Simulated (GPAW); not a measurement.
**Screening of a field by V2CO2 MXene monolayer**

Aim: the dipole that a field along the normal induces in V2CO2 MXene monolayer.

Method: GPAW, PAW setups; layer in a repeated cell with vacuum, relaxation of atoms and in-plane cell, in the first sound run; inputs show where later runs differ, in GPAW 26.7.0.

Most raw output is cut from this account.

### 1. Starting point

The cell holds 5 atoms: 2 O, 2 V and 1 C. Its edges and angles: a = 3.012 Å, b = 3.012 Å, c = 18.498 Å, α = 90.0°, β = 90.0°, γ = 120.0°. Vacuum lies along c.

### 2. Relaxing the atoms

Forces are removed first; all later runs use this geometry.

Input file run.py:

```python
import json
import numpy as np
from ase import Atoms
from ase.filters import FrechetCellFilter
from ase.optimize import BFGS
from gpaw import GPAW, PW

slab = Atoms(
    ['O', 'V', 'C', 'V', 'O'],
    positions=[
        [-0.00000, 1.73907, 7.00000],
        [1.50608, 0.86953, 8.06067],
        [0.00000, 0.00000, 9.24918],
        [-0.00000, 1.73907, 10.43770],
        [1.50608, 0.86953, 11.49837]],
    cell=[[3.01215, 0.0, 0.0], [-1.50608, 2.6086, 0.0], [0.0, 0.0, 18.4984]],
    pbc=[True, True, True],
    magmoms=[0.0, 2.0, 0.0, 2.0, 0.0])

slab.calc = GPAW(mode=PW(600), xc='PBE', kpts={'size': (12, 12, 1), 'gamma': True},
                 occupations={'name': 'fermi-dirac', 'width': 0.05}, nbands='160%',
                 convergence={'density': 1e-05}, maxiter=200,
                 symmetry={'tolerance': 1e-3}, txt='slab.txt')
result = {}
# The in-plane cell is free; stress needs a cell that repeats along all three vectors
path = []
opt = BFGS(FrechetCellFilter(slab, mask=[1, 1, 0, 0, 0, 1]), maxstep=0.2)
opt.attach(lambda: path.append((slab.get_potential_energy(), slab.positions.tolist(), slab.get_forces().tolist())))
result['relaxed'] = bool(opt.run(fmax=0.02, steps=45))
result['path'] = path
result['cell'] = slab.cell.tolist()
print('in-plane lattice', slab.cell.cellpar().round(4)[[0, 1, 5]])
energy = slab.get_potential_energy()
fermi = slab.calc.get_fermi_level()
v = slab.calc.get_electrostatic_potential().mean((0, 1)) - fermi
n = slab.calc.get_pseudo_density().mean((0, 1))
L = slab.cell[2, 2]
z = np.arange(len(v)) * L / len(v)
low, high = slab.positions[:, 2].min(), slab.positions[:, 2].max()
below, above = np.interp([low - 4.8, high + 4.8], z, v)
slopes = [np.interp(x, z, np.gradient(v, z)) for x in (low - 4.8, high + 4.8)]
eps = np.array([[slab.calc.get_eigenvalues(k, s) for k in range(len(slab.calc.get_ibz_k_points()))]
                for s in range(slab.calc.get_number_of_spins())]) - fermi
top, bottom = eps[eps < 0].max(), eps[eps > 0].min()
dipole = slab.get_dipole_moment()[2]
print(f'energy {energy:.4f} eV, Fermi level {fermi:.4f} eV, dipole {dipole:.5f} e A')
print(f'potential 4.8 A off the faces, from the Fermi level: lower {below:.4f} eV, upper {above:.4f} eV')
print(f'slope of the potential there: lower {slopes[0]:.5f}, upper {slopes[1]:.5f} eV/A')
print(f'nearest levels on the mesh: {top:.4f} and {bottom:.4f} eV')
print('magnetic moment', round(slab.get_magnetic_moment(), 3))
result.update(energy=energy, fermi=fermi, dipole=dipole, below=below, above=above, slopes=slopes, edges=[top, bottom],
              z=z.tolist(), v=v.tolist(), n=n.tolist(), positions=slab.positions.tolist(),
              forces=slab.get_forces(apply_constraint=False).tolist(), moments=slab.get_magnetic_moments().tolist())
json.dump(result, open('result.json', 'w'))
```

Launch:

```console
> OMP_NUM_THREADS=1 OPENBLAS_NUM_THREADS=1 python run.py
```

It took 20 min on 1 thread of Arm Neoverse V2, shared host; peak memory 0.48 GiB.

Numbers from this step:

| Quantity | Value |
| --- | --- |
| dipole along the normal | -4.18e-4 e·Å |
| levels nearest the Fermi level on the mesh | -0.1022, 0.02257 eV from the Fermi level |
| sum of the site moments | 0 μB |

The electrostatic potential energy of an electron (without an applied field's), less the Fermi level, planar mean oscillates, so the rows of the table below give means over windows of 1.41 Å about each position, cut where the curve ends. Its maxima inside the range that stand out by 2 % of the span (Å: eV): 7.4: -9.55, 8.8: -8.26, 9.7: -8.26, 11.1: -9.55. Its minima: 7.0: -12.4, 8.0: -18.9, 9.2: -14.0, 10.5: -18.9, 11.5: -12.4.

Table of electrostatic potential energy of an electron (without an applied field's), less the Fermi level, planar mean by z; means over each step:

z (Å), electrostatic potential energy of an electron (without an applied field's), less the Fermi level, planar mean (eV) and a bar from the least value:
```
     0.70        6.7 ##############################
     2.11        6.7 ##############################
     3.52        6.7 ##############################
     4.93        6.6 ##############################
     6.34        1.4 ######################
     7.75      -14.1 
     9.16      -10.4 #####
    10.57      -13.9 
    11.98       -0.8 ###################
    13.39        6.6 ##############################
    14.80        6.7 ##############################
    16.21        6.7 ##############################
    17.62        6.7 ##############################
```

The pseudo valence density, planar mean oscillates, so the rows of the table below give means over windows of 1.06 Å about each position, cut where the curve ends. Its maxima inside the range that stand out by 2 % of the span (Å: e/Å³): 7.0: 1.05, 8.1: 2.06, 10.4: 2.06, 11.5: 1.05. Its minima: 7.4: 0.843, 8.8: 0.592, 11.1: 0.843.

Table of pseudo valence density, planar mean by z; means over each step:

z (Å), pseudo valence density, planar mean (e/Å³) and a bar:
```
     3.71       0.00 
     4.77       0.00 
     5.83       0.05 #
     6.89       0.75 ###############
     7.95       1.46 ##############################
     9.01       0.64 #############
    10.07       1.22 #########################
    11.13       1.07 ######################
    12.19       0.28 ######
    13.25       0.01 
    14.31       0.00
```

The relaxation lowered the energy of the cell by 0.306 eV (energies extrapolated to zero smearing; the optimiser's log prints free energies). The largest force left on a free atom is 0.0024 eV/Å.

### 3. The slab's potential

With the geometry fixed, the planar mean of the potential gives the vacuum level on each side.

This step: GPAW, PAW setups; slab in vacuum (GPAW 26.7.0).

The cell differs from the one that the last finished run ended in (c 18.498 → 18.451 Å).

run.py: that of step 2 with these lines changed.

```diff
@@ -3,4 +3,2 @@
 from ase import Atoms
-from ase.filters import FrechetCellFilter
-from ase.optimize import BFGS
 from gpaw import GPAW, PW
@@ -10,24 +8,17 @@
     positions=[
-        [-0.00000, 1.73907, 7.00000],
-        [1.50608, 0.86953, 8.06067],
-        [0.00000, 0.00000, 9.24918],
-        [-0.00000, 1.73907, 10.43770],
-        [1.50608, 0.86953, 11.49837]],
-    cell=[[3.01215, 0.0, 0.0], [-1.50608, 2.6086, 0.0], [0.0, 0.0, 18.4984]],
-    pbc=[True, True, True],
+        [-0.00000, 1.66690, 7.00000],
+        [1.44358, 0.83345, 8.02998],
+        [-0.00000, 0.00000, 9.22533],
+        [-0.00000, 1.66690, 10.42070],
+        [1.44358, 0.83345, 11.45068]],
+    cell=[[2.88715, -0.0, 0.0], [-1.44358, 2.50035, 0.0], [0.0, 0.0, 18.4507]],
+    pbc=[True, True, False],
     magmoms=[0.0, 2.0, 0.0, 2.0, 0.0])
 
-slab.calc = GPAW(mode=PW(600), xc='PBE', kpts={'size': (12, 12, 1), 'gamma': True},
+slab.calc = GPAW(mode=PW(500), xc='PBE', kpts={'size': (12, 12, 1), 'gamma': True},
                  occupations={'name': 'fermi-dirac', 'width': 0.05}, nbands='160%',
                  convergence={'density': 1e-05}, maxiter=200,
+                 poissonsolver={'dipolelayer': 'xy'},
                  symmetry={'tolerance': 1e-3}, txt='slab.txt')
 result = {}
-# The in-plane cell is free; stress needs a cell that repeats along all three vectors
-path = []
-opt = BFGS(FrechetCellFilter(slab, mask=[1, 1, 0, 0, 0, 1]), maxstep=0.2)
-opt.attach(lambda: path.append((slab.get_potential_energy(), slab.positions.tolist(), slab.get_forces().tolist())))
-result['relaxed'] = bool(opt.run(fmax=0.02, steps=45))
-result['path'] = path
-result['cell'] = slab.cell.tolist()
-print('in-plane lattice', slab.cell.cellpar().round(4)[[0, 1, 5]])
 energy = slab.get_potential_energy()
```

Elapsed: 89 s, on 1 thread; peak memory 0.28 GiB.

This step gave:

* dipole along the normal: -3.29e-4 e·Å
* levels nearest the Fermi level on the mesh: -0.1032, 0.02197 eV from the Fermi level
* upper work function: 6.650 eV
* lower work function: 6.642 eV

The electrostatic potential energy of an electron (without an applied field's), less the Fermi level, planar mean oscillates, so the rows of the table below give means over windows of 1.35 Å about each position, cut where the curve ends. Its maxima inside the range that stand out by 2 % of the span (Å: eV): 7.4: -9.58, 8.7: -8.24, 9.7: -8.24, 11.1: -9.58. Its minima: 7.0: -12.4, 8.1: -18.9, 9.2: -14.0, 10.4: -18.9, 11.4: -12.4.

Electrostatic potential energy of an electron (without an applied field's), less the Fermi level, planar mean against z; means over each step:

```csv
z (Å),"electrostatic potential energy of an electron (without an applied field's), less the Fermi level, planar mean (eV)"
0.68,6.64
2.03,6.64
3.38,6.64
4.73,6.62
6.08,4.32
7.43,-12.6
8.78,-12.2
10.13,-13.6
11.48,-6.68
12.83,6.23
14.18,6.64
15.53,6.65
16.88,6.65
18.23,6.65
```

The pseudo valence density, planar mean by z:

```csv
z (Å),"pseudo valence density, planar mean (e/Å³)"
0.00,0
0.58,0
0.96,0
1.54,0
1.92,0
2.50,0
2.88,0
3.46,7.8e-6
4.04,4.0e-5
4.42,1.5e-4
5.00,0.00121
5.38,0.00490
5.96,0.0458
6.34,0.208
6.92,0.996
7.50,0.863
7.88,1.87
8.46,0.929
8.84,0.593
9.42,0.611
9.80,0.633
10.38,2.07
10.76,1.24
11.34,1.02
11.92,0.428
12.30,0.0988
12.88,0.0104
13.26,0.00240
13.84,3.0e-4
14.22,7.2e-5
14.80,9.8e-6
15.38,3.0e-6
15.76,2.1e-6
16.34,0
16.72,0
17.30,0
17.68,0
18.26,0
```

Force by atom:

```csv
atom,x (eV/Å),y (eV/Å),z (eV/Å),size
O1,0.0000,0.0000,-0.0813,0.0813
V2,0.0000,0.0000,0.0241,0.0241
C3,0.0000,0.0000,0.0000,0.0000
V4,0.0000,0.0000,-0.0241,0.0241
O5,0.0000,0.0000,0.0813,0.0813
```

The potential is flat to 2.4e-4 eV/Å where it is read, so the vacuum is wide enough.

### 4. In a field

A uniform field along the normal polarises the slab; the atoms stay fixed, so this is the electronic response alone.

run.py: that of step 3 with these lines changed.

```diff
@@ -4,2 +4,3 @@
 from gpaw import GPAW, PW
+from gpaw.external import ConstantElectricField
 
@@ -21,2 +22,3 @@
                  poissonsolver={'dipolelayer': 'xy'},
+                 external=ConstantElectricField(-0.2, [0, 0, 1]),
                  symmetry={'tolerance': 1e-3}, txt='slab.txt')
```

It took 9 min on 1 thread; peak memory 0.58 GiB.

This step gave:

```yaml
dipole_along_the_normal: -0.04411 e·Å
levels_nearest_the_fermi_level_on_the_mesh: -0.1031, 0.02196 eV from the Fermi level
potential_below_the_slab_the_applied_field_s_own_ramp_left_out: 6.094 eV from the Fermi level
potential_above_the_slab_the_applied_field_s_own_ramp_left_out: 7.200 eV from the Fermi level
```

The electrostatic potential energy of an electron (without an applied field's), less the Fermi level, planar mean oscillates, so the rows of the table below give means over windows of 1.35 Å about each position, cut where the curve ends. Its maxima inside the range that stand out by 2 % of the span (Å: eV): 7.4: -9.94, 8.7: -8.34, 9.7: -8.14, 11.1: -9.22. Its minima: 7.0: -12.8, 8.1: -19.1, 9.2: -14.0, 10.4: -18.7, 11.4: -12.0.

Table of electrostatic potential energy of an electron (without an applied field's), less the Fermi level, planar mean by z; means over each step:

```csv
z (Å),"electrostatic potential energy of an electron (without an applied field's), less the Fermi level, planar mean (eV)"
0.68,6.17
2.03,6.09
3.38,6.09
4.73,6.08
6.08,3.81
7.43,-13.0
8.78,-12.3
10.13,-13.4
11.48,-6.26
12.83,6.77
14.18,7.19
15.53,7.20
16.88,7.20
18.23,7.13
```

Force by atom:

```csv
atom,x (eV/Å),y (eV/Å),z (eV/Å),size
O1,0.000,0.000,-0.033,0.033
V2,0.000,0.000,-0.028,0.028
C3,0.000,0.000,0.009,0.009
V4,0.000,0.000,-0.076,0.076
O5,0.000,0.000,0.131,0.131
```

The dipole is now -0.0441 e Å, against -3.3e-4 in the run without a field.

### 5. Field on

run.py: that of step 4 with these lines changed.

```diff
@@ -22,3 +22,3 @@
                  poissonsolver={'dipolelayer': 'xy'},
-                 external=ConstantElectricField(-0.2, [0, 0, 1]),
+                 external=ConstantElectricField(-0.1, [0, 0, 1]),
                  symmetry={'tolerance': 1e-3}, txt='slab.txt')
```

Elapsed: 8.2 min, on 1 thread; peak memory 0.58 GiB.

Numbers from this step:

- dipole along the normal: -0.02204 e·Å
- levels nearest the Fermi level on the mesh: -0.1031, 0.02192 eV from the Fermi level
- potential below the slab, the applied field's own ramp left out: 6.370 eV from the Fermi level
- potential above the slab, the applied field's own ramp left out: 6.922 eV from the Fermi level

The electrostatic potential energy of an electron (without an applied field's), less the Fermi level, planar mean oscillates, so the rows of the table below give means over windows of 1.35 Å about each position, cut where the curve ends. Its maxima inside the range that stand out by 2 % of the span (Å: eV): 7.4: -9.76, 8.7: -8.29, 9.7: -8.19, 11.1: -9.40. Its minima: 7.0: -12.6, 8.1: -19.0, 9.2: -14.0, 10.4: -18.8, 11.4: -12.2.

Table of electrostatic potential energy of an electron (without an applied field's), less the Fermi level, planar mean by z; means over each step:

```csv
z (Å),"electrostatic potential energy of an electron (without an applied field's), less the Fermi level, planar mean (eV)"
0.68,6.41
2.03,6.37
3.38,6.37
4.73,6.35
6.08,4.07
7.43,-12.8
8.78,-12.2
10.13,-13.5
11.48,-6.47
12.83,6.50
14.18,6.92
15.53,6.92
16.88,6.92
18.23,6.89
```

Force by atom:

```csv
atom,x (eV/Å),y (eV/Å),z (eV/Å),size
O1,0.000,0.000,-0.057,0.057
V2,0.000,0.000,-0.002,0.002
C3,0.000,0.000,0.005,0.005
V4,0.000,0.000,-0.050,0.050
O5,0.000,0.000,0.106,0.106
```

The dipole is now -0.0220 e Å, against -3.3e-4 in the run without a field.

### 6. In a field

run.py: that of step 5 with these lines changed.

```diff
@@ -22,3 +22,3 @@
                  poissonsolver={'dipolelayer': 'xy'},
-                 external=ConstantElectricField(-0.1, [0, 0, 1]),
+                 external=ConstantElectricField(-0.05, [0, 0, 1]),
                  symmetry={'tolerance': 1e-3}, txt='slab.txt')
```

Run time: 9 min. Hardware: 1 thread; peak memory 0.58 GiB.

The electrostatic potential energy of an electron (without an applied field's), less the Fermi level, planar mean oscillates, so the rows of the table below give means over windows of 1.35 Å about each position, cut where the curve ends. Its maxima inside the range that stand out by 2 % of the span (Å: eV): 7.4: -9.67, 8.7: -8.27, 9.7: -8.22, 11.1: -9.49. Its minima: 7.0: -12.5, 8.1: -19.0, 9.2: -14.0, 10.4: -18.9, 11.4: -12.3.

The electrostatic potential energy of an electron (without an applied field's), less the Fermi level, planar mean by z; means over each step:

z (Å), electrostatic potential energy of an electron (without an applied field's), less the Fermi level, planar mean (eV) and a bar from the least value:
```
     0.68        6.5 ##############################
     2.03        6.5 ##############################
     3.38        6.5 ##############################
     4.73        6.5 ##############################
     6.08        4.2 ##########################
     7.43      -12.7 #
     8.78      -12.2 ##
    10.13      -13.6 
    11.48       -6.6 ##########
    12.83        6.4 #############################
    14.18        6.8 ##############################
    15.53        6.8 ##############################
    16.88        6.8 ##############################
    18.23        6.8 ##############################
```

### 7. In a field

run.py: that of step 6 with these lines changed.

```diff
@@ -22,3 +22,3 @@
                  poissonsolver={'dipolelayer': 'xy'},
-                 external=ConstantElectricField(-0.05, [0, 0, 1]),
+                 external=ConstantElectricField(0.05, [0, 0, 1]),
                  symmetry={'tolerance': 1e-3}, txt='slab.txt')
```

Elapsed: 8.5 min, on 1 thread; peak memory 0.58 GiB.

The electrostatic potential energy of an electron (without an applied field's), less the Fermi level, planar mean oscillates, so the rows of the table below give means over windows of 1.35 Å about each position, cut where the curve ends. Its maxima inside the range that stand out by 2 % of the span (Å: eV): 7.4: -9.49, 8.7: -8.22, 9.7: -8.27, 11.1: -9.67. Its minima: 7.0: -12.3, 8.1: -18.9, 9.2: -14.0, 10.4: -19.0, 11.4: -12.5.

Table of electrostatic potential energy of an electron (without an applied field's), less the Fermi level, planar mean by z; means over each step:

```csv
z (Å),"electrostatic potential energy of an electron (without an applied field's), less the Fermi level, planar mean (eV)"
0.68,6.77
2.03,6.78
3.38,6.78
4.73,6.77
6.08,4.46
7.43,-12.5
8.78,-12.2
10.13,-13.7
11.48,-6.79
12.83,6.09
14.18,6.50
15.53,6.51
16.88,6.51
18.23,6.53
```

### 8. In a field

run.py: that of step 7 with these lines changed.

```diff
@@ -22,3 +22,3 @@
                  poissonsolver={'dipolelayer': 'xy'},
-                 external=ConstantElectricField(0.05, [0, 0, 1]),
+                 external=ConstantElectricField(0.1, [0, 0, 1]),
                  symmetry={'tolerance': 1e-3}, txt='slab.txt')
```

Run time: 8 min. Hardware: 1 thread; peak memory 0.58 GiB.

[end of part 1 of 2]

[Logs are printed without paths, hosts, clocks, repeated set-up lines and the standing remarks that a program may print on its own settings, such as how far it seeks lower states.]

[Hosts, paths, dates, database ids (printed as entryN), source tags and the programs' standing remarks are cut or masked in the printed files.]
